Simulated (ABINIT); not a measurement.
# MgS (F-43m): G0W0 in ABINIT against the k mesh

Wanted: the cheapest k mesh that holds the gap of MgS (F-43m).

Program: ABINIT 10.8.3. Level of theory: LDA and many-body steps on it, plane waves. Results are calculated unless marked as measured.

Most raw output is cut from this account.

### 1. Starting point

Symmetry: F-43m, No. 216, cubic system. Conventional cell: a = 5.666 Å, b = 5.666 Å, c = 5.666 Å, α = 90.00°, β = 90.00°, γ = 90.00°. Nearest to Mg lie 4 S at 2.45 Å. S has 4 Mg at 2.45 Å nearest. Farther neighbours and most contacts between anions are not listed.

The cell and positions are those that the Materials Project relaxed with its own functionals (PBE, PBE+U or r2SCAN), kept fixed. This is not the form that MgS usually takes at ambient conditions.

### 2. Empty states on the mesh, 4×4×4 mesh, 89 bands

This step: ABINIT 10.8.3; DFT, LDA, plane waves, norm-conserving pseudopotentials.

The sums over transitions need many empty states on a uniform mesh; this step solves for them.

run.abi reads:

```
acell 3*1.0 Angstrom
rprim 
  -0.000000000000 2.833120046800 2.833120046800
  2.833120046800 -0.000000000000 2.833120046800
  2.833120046800 2.833120046800 -0.000000000000
ntypat 2
znucl 12 16
natom 2
typat 1 2
xred 
  0.000000000000 0.000000000000 0.000000000000
  0.750000000000 0.750000000000 0.750000000000
pp_dirpath "pseudos"
pseudos "Mg.upf, S.upf"
ecut 38
ngkpt 4 4 4
nshiftk 1
shiftk 0 0 0
kptopt 1
chksymbreak 0
iscf -2
irdden 1
istwfk *1
nband 89
nbdbuf 8
tolwfr 1e-09
nstep 60
prtvol 0
indata_prefix "in"
outdata_prefix "out"
tmpdata_prefix "tmp"
```

On the command line:

```console
OMP_NUM_THREADS=1 mpirun -n 4 abinit run.abi > log
```

Run time: 13 s. Hardware: 4 MPI ranks of Arm Neoverse V2, shared host; peak memory 0.32 GiB.

This step gave:

* gap: 3.165 eV
* k of the valence top: 0, 0, 0
* k of the conduction bottom: 0, 0, 0
* least direct gap: 3.165 eV
* k points computed: 8
* lowest point of the top converged band, above the valence top: 71.2669 eV

On this mesh the gap is 3.165 eV.

The density comes from a self-consistent run that is not shown.

### 3. Empty states on the mesh, 2×2×2 mesh, 30 bands

run.abi, as its differences from that of step 2:

```diff
@@ -15,3 +15,3 @@
 ecut 38
-ngkpt 4 4 4
+ngkpt 2 2 2
 nshiftk 1
@@ -23,4 +23,4 @@
 istwfk *1
-nband 89
-nbdbuf 8
+nband 30
+nbdbuf 4
 tolwfr 1e-09
```

The job ended after 3 s (4 MPI ranks; peak memory 0.08 GiB).

Numbers from this step:

| Quantity | Value |
| --- | --- |
| gap | 3.165 eV |
| k of the valence top | 0, 0, 0 |
| k of the conduction bottom | 0, 0, 0 |
| least direct gap | 3.165 eV |
| k points computed | 3 |
| lowest point of the top converged band, above the valence top | 24.34 eV |

On this mesh the gap is 3.165 eV.

### 4. Empty states on the mesh, 6×6×6 mesh, 30 bands

run.abi, as its differences from that of step 3:

```diff
@@ -15,3 +15,3 @@
 ecut 38
-ngkpt 2 2 2
+ngkpt 6 6 6
 nshiftk 1
```

The job ended after 7.2 s (4 MPI ranks; peak memory 0.29 GiB).

Numbers from this step:

```yaml
gap: 3.165 eV
k_of_the_valence_top: 0, 0, 0
k_of_the_conduction_bottom: 0, 0, 0
least_direct_gap: 3.165 eV
k_points_computed: 16
lowest_point_of_the_top_converged_band_above_the_valence_top: 24.34 eV
```

On this mesh the gap is 3.165 eV.

### 5. Screening, 2×2×2 mesh, 26 bands, screening to 106.1 eV

The RPA dielectric matrix is built and inverted for each q.

This step: RPA screening on LDA, plane waves, norm-conserving pseudopotentials.

run.abi, as its differences from that of step 4:

```diff
@@ -15,3 +15,3 @@
 ecut 38
-ngkpt 6 6 6
+ngkpt 2 2 2
 nshiftk 1
@@ -20,10 +20,11 @@
 chksymbreak 0
-iscf -2
-irdden 1
 istwfk *1
-nband 30
-nbdbuf 4
-tolwfr 1e-09
-nstep 60
-prtvol 0
+occopt 1
+irdwfk 1
+optdriver 3
+nband 26
+ecuteps 3.9
+inclvkb 2
+awtr 1
+symchi 1
 indata_prefix "in"
```

Wall time 1.8 s (4 MPI ranks); peak memory 0.1 GiB.

This step gave:

| Quantity | Value |
| --- | --- |
| ε∞ with local fields, on this mesh, along the program's q direction | 8.226 |
| the same without local fields | 9.487 |
| plasma frequency | 22.02 eV |
| plane waves in the screening matrix | 113 |

Local fields lower ε∞ by 13 %. On a Γ-centred mesh this coarse the value itself is usually too large, while a short band sum pulls it down.

### 6. 2×2×2

This step: G0W0 on LDA, plane waves, norm-conserving pseudopotentials.

run.abi, as its differences from that of step 5:

```diff
@@ -23,8 +23,15 @@
 irdwfk 1
-optdriver 3
+optdriver 4
 nband 26
+gwcalctyp 0
+ecutsigx 38
+symsigma 1
+nkptgw 1
+kptgw 
+  0.0000000000 0.0000000000 0.0000000000
+bdgw 
+  6 12
 ecuteps 3.9
-inclvkb 2
-awtr 1
-symchi 1
+irdscr 1
+ppmodel 1
 indata_prefix "in"
```

Elapsed: 1.9 s, on 4 MPI ranks; peak memory 0.12 GiB.

This step gave:

* G0W0 gap on the points computed: 4.75 eV
* starting gap on the mesh: 3.165 eV
* k of the valence top: 0, 0, 0
* k of the conduction bottom: 0, 0, 0
* Z at the valence top: 0.791
* Z at the conduction bottom: 0.819
* least direct G0W0 gap on the computed points: 4.75 eV

### 7. Screening, 4×4×4 mesh, 26 bands, screening to 106.1 eV

This step: RPA screening on LDA, plane waves, norm-conserving pseudopotentials.

run.abi, as its differences from that of step 6:

```diff
@@ -15,3 +15,3 @@
 ecut 38
-ngkpt 2 2 2
+ngkpt 4 4 4
 nshiftk 1
@@ -23,15 +23,8 @@
 irdwfk 1
-optdriver 4
+optdriver 3
 nband 26
-gwcalctyp 0
-ecutsigx 38
-symsigma 1
-nkptgw 1
-kptgw 
-  0.0000000000 0.0000000000 0.0000000000
-bdgw 
-  6 12
 ecuteps 3.9
-irdscr 1
-ppmodel 1
+inclvkb 2
+awtr 1
+symchi 1
 indata_prefix "in"
```

The job ended after 3.6 s (4 MPI ranks; peak memory 0.46 GiB; 14 s of CPU time).

Numbers from this step:

* ε∞ with local fields, on this mesh, along the program's q direction: 4.385
* the same without local fields: 5.168
* plasma frequency: 22.02 eV
* plane waves in the screening matrix: 113

### 8. 4×4×4

The self-energy is evaluated for the states that the input lists, and the levels follow from it, in one-shot runs by the linearised quasiparticle equation.

This step: G0W0 on LDA, plane waves, norm-conserving pseudopotentials.

run.abi, as its differences from that of step 7:

```diff
@@ -23,8 +23,15 @@
 irdwfk 1
-optdriver 3
+optdriver 4
 nband 26
+gwcalctyp 0
+ecutsigx 38
+symsigma 1
+nkptgw 1
+kptgw 
+  0.0000000000 0.0000000000 0.0000000000
+bdgw 
+  6 12
 ecuteps 3.9
-inclvkb 2
-awtr 1
-symchi 1
+irdscr 1
+ppmodel 1
 indata_prefix "in"
```

Elapsed: 2.1 s, on 4 MPI ranks; peak memory 0.16 GiB.

This step gave:

```yaml
g0w0_gap_on_the_points_computed: 4.892 eV
starting_gap_on_the_mesh: 3.165 eV
k_of_the_valence_top: 0, 0, 0
k_of_the_conduction_bottom: 0, 0, 0
z_at_the_valence_top: 0.782
z_at_the_conduction_bottom: 0.82
least_direct_g0w0_gap_on_the_computed_points: 4.892 eV
```

The gap on the mesh goes from 3.17 eV to 4.89 eV, a correction of +1.73 eV.

### 9. Screening, 6×6×6 mesh, 26 bands, screening to 106.1 eV

This step: RPA screening on LDA, plane waves, norm-conserving pseudopotentials.

run.abi, as its differences from that of step 8:

```diff
@@ -15,3 +15,3 @@
 ecut 38
-ngkpt 4 4 4
+ngkpt 6 6 6
 nshiftk 1
@@ -23,15 +23,8 @@
 irdwfk 1
-optdriver 4
+optdriver 3
 nband 26
-gwcalctyp 0
-ecutsigx 38
-symsigma 1
-nkptgw 1
-kptgw 
-  0.0000000000 0.0000000000 0.0000000000
-bdgw 
-  6 12
 ecuteps 3.9
-irdscr 1
-ppmodel 1
+inclvkb 2
+awtr 1
+symchi 1
 indata_prefix "in"
```

Run time: 15 s. Hardware: 4 MPI ranks; peak memory 0.66 GiB.

Numbers from this step:

```
ε∞ with local fields, on this mesh, along the program's q direction : 3.978
the same without local fields                                       : 4.736
plasma frequency                                                    : 22.02 eV
plane waves in the screening matrix                                 : 113
```

### 10. 6×6×6

This step: G0W0 on LDA, plane waves, norm-conserving pseudopotentials.

run.abi, as its differences from that of step 9:

```diff
@@ -23,8 +23,15 @@
 irdwfk 1
-optdriver 3
+optdriver 4
 nband 26
+gwcalctyp 0
+ecutsigx 38
+symsigma 1
+nkptgw 1
+kptgw 
+  0.0000000000 0.0000000000 0.0000000000
+bdgw 
+  6 12
 ecuteps 3.9
-inclvkb 2
-awtr 1
-symchi 1
+irdscr 1
+ppmodel 1
 indata_prefix "in"
```

Run time: 2.6 s. Hardware: 4 MPI ranks; peak memory 0.25 GiB; 10 s of CPU time.

Numbers from this step:

- G0W0 gap on the points computed: 4.902 eV
- starting gap on the mesh: 3.165 eV
- k of the valence top: 0, 0, 0
- k of the conduction bottom: 0, 0, 0
- least direct G0W0 gap on the computed points: 4.902 eV

Against the run before, the gap moves by +0.010 eV.

### 11. Side by side

Times are wall times on 4 MPI ranks of Arm Neoverse V2, shared host, good to a factor of about two. A run's time includes the screening step that it read.

```
  run   mesh  bands  screening cutoff (eV)  DFT gap (eV)  gap on the mesh (eV)  direct (eV)  ε∞ used   time
2×2×2  2×2×2     26                  106.1         3.165                 4.750        4.750     8.23  3.7 s
4×4×4  4×4×4     26                  106.1         3.165                 4.892        4.892     4.38  5.7 s
6×6×6  6×6×6     26                  106.1         3.165                 4.902        4.902     3.98   18 s
```

### 12. Results

| Property | Result |
| --- | --- |
| 2×2×2 | 4.750 eV |
| 4×4×4 | 4.892 eV |
| 6×6×6 | 4.902 eV |
| known limits | not at the basis limit; coarse k mesh |

What this shows: The setting moved: k mesh. From 2×2×2 to 6×6×6 the gap moves by +0.15 eV, for 4.8 times the time. The last step still moves it by +0.010 eV. Bands and screening cutoff are coupled, so a series along one setting does not show full convergence. Bands and cutoff are finite, so the gap is not at the basis limit. The miss can reach some tenths of an eV and take either sign; the mesh is an error of its own. In the G0W0 runs levels were corrected at 1 k point alone, so a gap called «on the mesh» is the least over those, and an edge elsewhere would be missed. The 2×2×2 mesh is coarse for this cell, which bears on the long-range parts of exchange and screening.

[Paths, hosts, dates, memory and timing lines, banners, echoed tables and standing remarks are left out of the program output.]

[Logs are printed without paths, hosts, clocks, repeated set-up lines and the standing remarks that a program may print on its own settings, such as how far it seeks lower states.]

[Runs of the session that timed out or met a known fault of the program may be left out.]

[Hosts, paths, dates, database ids (printed as entryN), source tags and the programs' standing remarks are cut or masked in the printed files.]

[G0W0 gaps are taken among the corrected bands and points alone; a level outside them can change the order at an edge.]

[Where Ansatz stands beside ABINIT at settings called matched, ABINIT's density can come from a denser mesh and the files from another edition; pairs whose starting gaps differed by over 0.03 eV were left out, so agreement reads better than it is.]
